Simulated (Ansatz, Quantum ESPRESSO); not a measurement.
# Work function of Ir(100), 7 layers, part 4 of 6

How much energy does it take to lift an electron out of Ir(100), 7 layers, and how far do the settings matter?

Quantum ESPRESSO 7.5; plane-wave DFT, PBE, GBRV ultrasoft pseudopotentials; geometry and cross-check by Ansatz 0.2.0 with PAW datasets.

So far. Step 8 (Ground state: open boundaries by the effective …): The upper level is 5.589 eV against 5.589 eV from the periodic run.

### 9. SCF with pw.x: revPBE, GBRV ultrasoft

Next, another level on the same atoms.

Level of this step: plane-wave DFT, revPBE, GBRV ultrasoft pseudopotentials made under PBE (Quantum ESPRESSO 7.5). input_dft overrides the functional of the files.

File gbrv-revpbe.in:

```
&control
  prefix = 'gbrv-revpbe'
  outdir = './out'
  pseudo_dir = './pseudo'
  calculation = 'scf'
  tprnfor = .true.
/
&system
  ibrav = 0
  nat = 7
  ntyp = 1
  ecutwfc = 40
  ecutrho = 200
  input_dft = 'revpbe'
  occupations = 'smearing'
  smearing = 'mv'
  degauss = 0.02
/
&electrons
  conv_thr = 1e-07
  mixing_beta = 0.4
  electron_maxstep = 120
  mixing_mode = 'local-TF'
/
ATOMIC_SPECIES
  Ir  192.2170  ir_pbe_v1.2.uspp.F.UPF
CELL_PARAMETERS angstrom
  2.71529003980000 0.00000000000000 0.00000000000000
  0.00000000000000 2.71529003980000 0.00000000000000
  0.00000000000000 0.00000000000000 27.52000000000000
ATOMIC_POSITIONS crystal
  Ir  0.000000000000 0.000000000000 0.291339789773
  Ir  0.500000000000 0.500000000000 0.358702057317
  Ir  0.000000000000 0.000000000000 0.430232558100
  Ir  0.500000000000 0.500000000000 0.500000000000
  Ir  0.000000000000 0.000000000000 0.569767441900
  Ir  0.500000000000 0.500000000000 0.641297946423
  Ir  0.000000000000 0.000000000000 0.708660218422
K_POINTS automatic
  10 10 1 0 0 0
```

Command:

```
$ OMP_NUM_THREADS=1 mpirun -n 4 pw.x -nk 4 -in gbrv-revpbe.in > gbrv-revpbe.out
```

The log of the run:

```text
[banner, memory and clock lines left out]
Program PWSCF v.7.5 starts
[citation notice left out]

[...]
Message from routine setup:
[...]
bravais-lattice index     =            0
     lattice parameter (alat)  =       5.1312  a.u.
     unit-cell volume          =    1369.2334 (a.u.)^3
     number of atoms/cell      =            7
     number of atomic types    =            1
     number of electrons       =       105.00
     number of Kohn-Sham states=           64
     kinetic-energy cutoff     =      40.0000  Ry
     charge density cutoff     =     200.0000  Ry
     scf convergence threshold =      1.0E-07
     mixing beta               =       0.4000
     number of iterations used =            8  local-TF  mixing
     Exchange-correlation= REVPBE
                           (   1   4   4   4   0   0   0)

[...]
PseudoPot. # 1 for Ir read from file:
     ./pseudo/ir_pbe_v1.2.uspp.F.UPF
     Pseudo is Ultrasoft + core correction, Zval = 15.0
     Generated by new atomic code, or converted to UPF format
     Using radial grid of  983 points,  7 beta functions with:
                l(1) =   0
                l(2) =   0
                l(3) =   1
                l(4) =   1
                l(5) =   1
                l(6) =   2
                l(7) =   2
     Q(r) pseudized with  8 coefficients,  rinner =    1.400   1.400   1.400
                                                       1.400   1.400

     atomic species   valence    mass     pseudopotential
     Ir               15.00   192.21700     Ir( 1.00)

     16 Sym. Ops., with inversion, found

[...]
number of k points=    21  Marzari-Vanderbilt smearing, width (Ry)=  0.0200
[...]
Dense  grid:    65599 G-vectors     FFT dimensions: (  24,  24, 240)

     Smooth grid:    46933 G-vectors     FFT dimensions: (  24,  24, 216)

     Initial potential from superposition of free atoms

     starting charge     101.4998, renormalised to     105.0000

     negative rho (up, down):  2.535E+00 0.000E+00
     Starting wfcs are   84 randomized atomic wfcs

     per-process dynamical memory:    84.9 Mb

     Self-consistent Calculation

     iteration #  1     ecut=    40.00 Ry     beta= 0.40
     Davidson diagonalization with overlap
     ethr =  1.00E-02,  avg # of iterations =  5.2

     negative rho (up, down):  2.286E+00 0.000E+00

     total energy              =   -1272.82003296 Ry
     estimated scf accuracy    <      18.63173443 Ry

     iteration #  2     ecut=    40.00 Ry     beta= 0.40
[...]
negative rho (up, down):  2.132E+00 0.000E+00

[...]
total energy              =   -1272.44920258 Ry
     estimated scf accuracy    <       2.66196377 Ry

     iteration #  3     ecut=    40.00 Ry     beta= 0.40
[...]
negative rho (up, down):  2.084E+00 0.000E+00

[...]
total energy              =   -1272.45341938 Ry
     estimated scf accuracy    <       0.35469419 Ry

     iteration #  4     ecut=    40.00 Ry     beta= 0.40
[...]
negative rho (up, down):  2.107E+00 0.000E+00

[...]
total energy              =   -1272.51246823 Ry
     estimated scf accuracy    <       0.01386755 Ry

     iteration #  5     ecut=    40.00 Ry     beta= 0.40
[...]
negative rho (up, down):  2.160E+00 0.000E+00

[...]
total energy              =   -1272.51283128 Ry
     estimated scf accuracy    <       0.00758390 Ry

     iteration #  6     ecut=    40.00 Ry     beta= 0.40
[...]
negative rho (up, down):  2.167E+00 0.000E+00

[...]
total energy              =   -1272.51320882 Ry
     estimated scf accuracy    <       0.00093683 Ry

[...]
iteration #  9     ecut=    40.00 Ry     beta= 0.40
[...]
negative rho (up, down):  2.168E+00 0.000E+00

[...]
total energy              =   -1272.51331945 Ry
     estimated scf accuracy    <       0.00000453 Ry

     iteration # 10     ecut=    40.00 Ry     beta= 0.40
[...]
negative rho (up, down):  2.168E+00 0.000E+00

[...]
total energy              =   -1272.51332064 Ry
     estimated scf accuracy    <       0.00000086 Ry

     iteration # 11     ecut=    40.00 Ry     beta= 0.40
[...]
negative rho (up, down):  2.168E+00 0.000E+00

[...]
total energy              =   -1272.51332055 Ry
     estimated scf accuracy    <       0.00000018 Ry

     iteration # 12     ecut=    40.00 Ry     beta= 0.40
[...]
negative rho (up, down):  2.168E+00 0.000E+00

[...]
End of self-consistent calculation

          k = 0.0000 0.0000 0.0000 (  5913 PWs)   bands (ev):

   -40.6695 -40.5442 -40.4193 -40.2619 -40.2619 -40.2067 -40.1947 -40.1947
   -40.1648 -40.1648 -40.0552 -40.0552 -40.0487 -40.0063 -40.0063 -39.4684
   -39.4681 -39.4313 -39.4313 -39.4313 -39.4313  -1.3061  -0.4960   0.5645
     1.6625   1.6676   2.2347   2.3323   2.4561   2.6132   3.0764   3.8528
     4.6776   5.2743   5.4841   5.7243   5.7243   6.2204   6.2204   6.5744
     6.8948   6.8948   6.8978   7.3170   7.8313   7.9468   7.9468   8.1072
     8.3077   8.5711   8.6580   8.8630   9.1360   9.1360   9.3836   9.8901
    10.1103  10.1103  10.3061  10.3547  10.4486  10.6695  10.6695  11.1597

          k = 0.0000 0.1000 0.0000 (  5863 PWs)   bands (ev):

   -40.6540 -40.5437 -40.4340 -40.2936 -40.2714 -40.2531 -40.2272 -40.1880
   -40.1605 -40.1469 -40.1148 -40.0541 -40.0449 -40.0294 -40.0082 -39.4721
   -39.4721 -39.4612 -39.4610 -39.4291 -39.4291  -1.0197  -0.2352   0.7932
     1.8721   1.8808   2.4462   2.5313   2.6611   2.8222   3.2657   3.9839
     4.7439   5.2605   5.6367   5.7242   5.8118   6.0527   6.0878   6.2325
     6.2762   6.7917   7.2501   7.4494   7.6100   7.7118   7.9876   8.1246
     8.1637   8.3169   8.4222   8.7197   8.9001   9.1188   9.1536   9.4408
     9.7106  10.1017  10.1074  10.4041  10.4405  10.6861  11.8688  12.8639

[...]
the Fermi energy is     9.3608 ev

!    total energy              =   -1272.51332099 Ry
     estimated scf accuracy    <       0.00000007 Ry
     smearing contrib. (-TS)   =       0.00048622 Ry
     internal energy E=F+TS    =   -1272.51380721 Ry

     The total energy is F=E-TS. E is the sum of the following terms:
     one-electron contribution =  -12071.09826416 Ry
     hartree contribution      =    6075.83762397 Ry
     xc contribution           =    -352.98792659 Ry
     ewald contribution        =    5075.73475956 Ry

     convergence has been achieved in  12 iterations

     negative rho (up, down):  2.168E+00 0.000E+00

     Forces acting on atoms (cartesian axes, Ry/au):

     atom    1 type  1   force =     0.00000000    0.00000000   -0.00543614
     atom    2 type  1   force =     0.00000000    0.00000000   -0.00006318
     atom    3 type  1   force =     0.00000000    0.00000000   -0.01663747
     atom    4 type  1   force =     0.00000000    0.00000000    0.00000000
     atom    5 type  1   force =     0.00000000    0.00000000    0.01663747
     atom    6 type  1   force =     0.00000000    0.00000000    0.00006318
     atom    7 type  1   force =     0.00000000    0.00000000    0.00543614

     Total force =     0.024753     Total SCF correction =     0.000867

[...]
```

Wall time 2.3 min (4 MPI ranks of Arm Neoverse N1, shared host); peak memory 0.72 GiB.

Read from the output:

* free energy: -17313.4257 eV
* Fermi energy: 9.361 eV

### 10. Potential by pp.x

File gbrv-revpbe.pot.in:

```
&inputpp
  prefix = 'gbrv-revpbe'
  outdir = './out'
  filplot = 'gbrv-revpbe.pot.dat'
  plot_num = 11
/
```

Command:

```
$ OMP_NUM_THREADS=1 mpirun -n 4 pp.x -in gbrv-revpbe.pot.in > gbrv-revpbe.pot.out
```

It took 1.1 s on 4 MPI ranks; peak memory 0.1 GiB.

Read from the output:

| Property | Result |
| --- | --- |
| work function of the upper face | 5.451 eV |
| slope of the potential above | 2.42e-4 eV/Å |
| upper vacuum line continued to the top atoms, over the Fermi level | 5.450 eV |
| work function of the lower face | 5.451 eV |
| slope of the potential below | -1.70e-4 eV/Å |
| lower vacuum line continued to the bottom atoms, over the Fermi level | 5.450 eV |

The upper face goes from 5.589 eV (PBE, GBRV) to 5.451 eV, a change of -0.138 eV.

### 11. SCF with pw.x: PW91, GBRV ultrasoft

Level of this step: plane-wave DFT, PW91, GBRV ultrasoft pseudopotentials made under PBE (Quantum ESPRESSO 7.5). input_dft overrides the functional of the files.

gbrv-pw91.in is the input of step 9 with these lines changed:

```diff
@@ -1,3 +1,3 @@
 &control
-  prefix = 'gbrv-revpbe'
+  prefix = 'gbrv-pw91'
   outdir = './out'
@@ -13,3 +13,3 @@
   ecutrho = 200
-  input_dft = 'revpbe'
+  input_dft = 'pw91'
   occupations = 'smearing'
```

Command:

```
$ OMP_NUM_THREADS=1 mpirun -n 4 pw.x -nk 4 -in gbrv-pw91.in > gbrv-pw91.out
```

The log of the run:

```text
[banner, memory and clock lines left out]
Program PWSCF v.7.5 starts
[citation notice left out]

[...]
Message from routine setup:
[...]
bravais-lattice index     =            0
     lattice parameter (alat)  =       5.1312  a.u.
     unit-cell volume          =    1369.2334 (a.u.)^3
     number of atoms/cell      =            7
     number of atomic types    =            1
     number of electrons       =       105.00
     number of Kohn-Sham states=           64
     kinetic-energy cutoff     =      40.0000  Ry
     charge density cutoff     =     200.0000  Ry
     scf convergence threshold =      1.0E-07
     mixing beta               =       0.4000
     number of iterations used =            8  local-TF  mixing
     Exchange-correlation= PW91
                           (   1   4   2   2   0   0   0)

[...]
PseudoPot. # 1 for Ir read from file:
     ./pseudo/ir_pbe_v1.2.uspp.F.UPF
     Pseudo is Ultrasoft + core correction, Zval = 15.0
     Generated by new atomic code, or converted to UPF format
     Using radial grid of  983 points,  7 beta functions with:
                l(1) =   0
                l(2) =   0
                l(3) =   1
                l(4) =   1
                l(5) =   1
                l(6) =   2
                l(7) =   2
     Q(r) pseudized with  8 coefficients,  rinner =    1.400   1.400   1.400
                                                       1.400   1.400

     atomic species   valence    mass     pseudopotential
     Ir               15.00   192.21700     Ir( 1.00)

     16 Sym. Ops., with inversion, found

[...]
number of k points=    21  Marzari-Vanderbilt smearing, width (Ry)=  0.0200
[...]
Dense  grid:    65599 G-vectors     FFT dimensions: (  24,  24, 240)

     Smooth grid:    46933 G-vectors     FFT dimensions: (  24,  24, 216)

     Initial potential from superposition of free atoms

     starting charge     101.4998, renormalised to     105.0000

     negative rho (up, down):  2.535E+00 0.000E+00
     Starting wfcs are   84 randomized atomic wfcs

     per-process dynamical memory:    84.9 Mb

     Self-consistent Calculation

     iteration #  1     ecut=    40.00 Ry     beta= 0.40
     Davidson diagonalization with overlap
     ethr =  1.00E-02,  avg # of iterations =  4.0

     negative rho (up, down):  2.298E+00 0.000E+00

     total energy              =   -1274.16198781 Ry
     estimated scf accuracy    <      12.18518231 Ry

     iteration #  2     ecut=    40.00 Ry     beta= 0.40
[...]
negative rho (up, down):  2.110E+00 0.000E+00

[...]
total energy              =   -1273.42463482 Ry
     estimated scf accuracy    <       3.00621560 Ry

     iteration #  3     ecut=    40.00 Ry     beta= 0.40
[...]
negative rho (up, down):  2.129E+00 0.000E+00

[...]
total energy              =   -1273.64712637 Ry
     estimated scf accuracy    <       0.14993859 Ry

     iteration #  4     ecut=    40.00 Ry     beta= 0.40
[...]
negative rho (up, down):  2.153E+00 0.000E+00

[...]
total energy              =   -1273.66592462 Ry
     estimated scf accuracy    <       0.03349293 Ry

     iteration #  5     ecut=    40.00 Ry     beta= 0.40
[...]
negative rho (up, down):  2.211E+00 0.000E+00

[...]
total energy              =   -1273.65940853 Ry
     estimated scf accuracy    <       0.01602798 Ry

     iteration #  6     ecut=    40.00 Ry     beta= 0.40
[...]
negative rho (up, down):  2.216E+00 0.000E+00

[...]
total energy              =   -1273.65871734 Ry
     estimated scf accuracy    <       0.00806902 Ry

[...]
iteration # 12     ecut=    40.00 Ry     beta= 0.40
[...]
negative rho (up, down):  2.164E+00 0.000E+00

[...]
total energy              =   -1273.65306685 Ry
     estimated scf accuracy    <       0.00002582 Ry

     iteration # 13     ecut=    40.00 Ry     beta= 0.40
[...]
negative rho (up, down):  2.164E+00 0.000E+00

[...]
total energy              =   -1273.65306942 Ry
     estimated scf accuracy    <       0.00000173 Ry

     iteration # 14     ecut=    40.00 Ry     beta= 0.40
[...]
negative rho (up, down):  2.164E+00 0.000E+00

[...]
total energy              =   -1273.65306890 Ry
     estimated scf accuracy    <       0.00000038 Ry

     iteration # 15     ecut=    40.00 Ry     beta= 0.40
[...]
negative rho (up, down):  2.164E+00 0.000E+00

[...]
End of self-consistent calculation

          k = 0.0000 0.0000 0.0000 (  5913 PWs)   bands (ev):

   -40.7653 -40.6400 -40.5148 -40.3561 -40.3561 -40.3008 -40.2894 -40.2894
   -40.2593 -40.2593 -40.1489 -40.1489 -40.1418 -40.0994 -40.0994 -39.5666
   -39.5664 -39.5317 -39.5317 -39.5317 -39.5317  -1.4297  -0.6197   0.4413
     1.5393   1.5414   2.0985   2.2025   2.3275   2.4763   2.9386   3.7122
     4.5345   5.1294   5.3373   5.5771   5.5771   6.0744   6.0744   6.4373
     6.7511   6.7511   6.7653   7.1779   7.6917   7.8060   7.8060   7.9655
     8.1659   8.4292   8.5274   8.7220   8.9977   8.9977   9.2446   9.7530
     9.9736   9.9736  10.1685  10.2179  10.3157  10.5329  10.5329  11.0469

          k = 0.0000 0.1000 0.0000 (  5863 PWs)   bands (ev):

   -40.7497 -40.6394 -40.5296 -40.3880 -40.3662 -40.3472 -40.3221 -40.2827
   -40.2550 -40.2410 -40.2086 -40.1477 -40.1382 -40.1226 -40.1014 -39.5721
   -39.5720 -39.5600 -39.5598 -39.5295 -39.5295  -1.1429  -0.3587   0.6700
     1.7486   1.7543   2.3113   2.4007   2.5318   2.6873   3.1298   3.8448
     4.6022   5.1168   5.4905   5.5779   5.6647   5.9126   5.9429   6.0864
     6.1409   6.6478   7.1151   7.3104   7.4687   7.5746   7.8481   7.9834
     8.0220   8.1756   8.2895   8.5803   8.7593   8.9897   9.0102   9.3040
     9.5712   9.9643   9.9708  10.2651  10.3041  10.5492  11.7366  12.7473

[...]
the Fermi energy is     9.2234 ev

!    total energy              =   -1273.65306835 Ry
     estimated scf accuracy    <       0.00000008 Ry
     smearing contrib. (-TS)   =       0.00051613 Ry
     internal energy E=F+TS    =   -1273.65358448 Ry

     The total energy is F=E-TS. E is the sum of the following terms:
     one-electron contribution =  -12070.67337951 Ry
     hartree contribution      =    6075.37910267 Ry
     xc contribution           =    -354.09406721 Ry
     ewald contribution        =    5075.73475956 Ry

     convergence has been achieved in  15 iterations

     negative rho (up, down):  2.164E+00 0.000E+00

     Forces acting on atoms (cartesian axes, Ry/au):

     atom    1 type  1   force =     0.00000000    0.00000000   -0.00204547
     atom    2 type  1   force =     0.00000000    0.00000000   -0.00054671
     atom    3 type  1   force =     0.00000000    0.00000000   -0.01654527
     atom    4 type  1   force =     0.00000000    0.00000000    0.00000000
     atom    5 type  1   force =     0.00000000    0.00000000    0.01654527
     atom    6 type  1   force =     0.00000000    0.00000000    0.00054671
     atom    7 type  1   force =     0.00000000    0.00000000    0.00204547

     Total force =     0.023589     Total SCF correction =     0.001330

[...]
```

The job ended after 2.7 min (4 MPI ranks; peak memory 0.69 GiB; 11 min of CPU time).

This step gave:

| Item | Value |
| --- | --- |
| free energy | -17328.9328 eV |
| Fermi energy | 9.223 eV |

### 12. Electrostatic potential

File gbrv-pw91.pot.in:

```
&inputpp
  prefix = 'gbrv-pw91'
  outdir = './out'
  filplot = 'gbrv-pw91.pot.dat'
  plot_num = 11
/
```

Command:

```
$ OMP_NUM_THREADS=1 mpirun -n 4 pp.x -in gbrv-pw91.pot.in > gbrv-pw91.pot.out
```

The job ended after 1.1 s (4 MPI ranks; peak memory 0.1 GiB; 4.1 s of CPU time).

This step gave:

* work function of the upper face: 5.639 eV
* slope of the potential above: 1.97e-4 eV/Å
* upper vacuum line continued to the top atoms, over the Fermi level: 5.638 eV
* work function of the lower face: 5.639 eV
* slope of the potential below: -1.37e-4 eV/Å
* lower vacuum line continued to the bottom atoms, over the Fermi level: 5.639 eV

The upper face goes from 5.589 eV (PBE, GBRV) to 5.639 eV, a change of +0.050 eV.

[end of part 4 of 6]

[Logs are printed without paths, hosts, clocks, repeated set-up lines and the standing remarks that a program may print on its own settings, such as how far it seeks lower states.]

[Hosts, paths, dates, database ids (printed as entryN), source tags and the programs' standing remarks are cut or masked in the printed files.]

[Maps of the electrostatic potential energy from Ansatz leave out the sawtooth potential of an applied field or a dipole correction, so their vacuum need not be flat; planar profiles and work functions include it.]
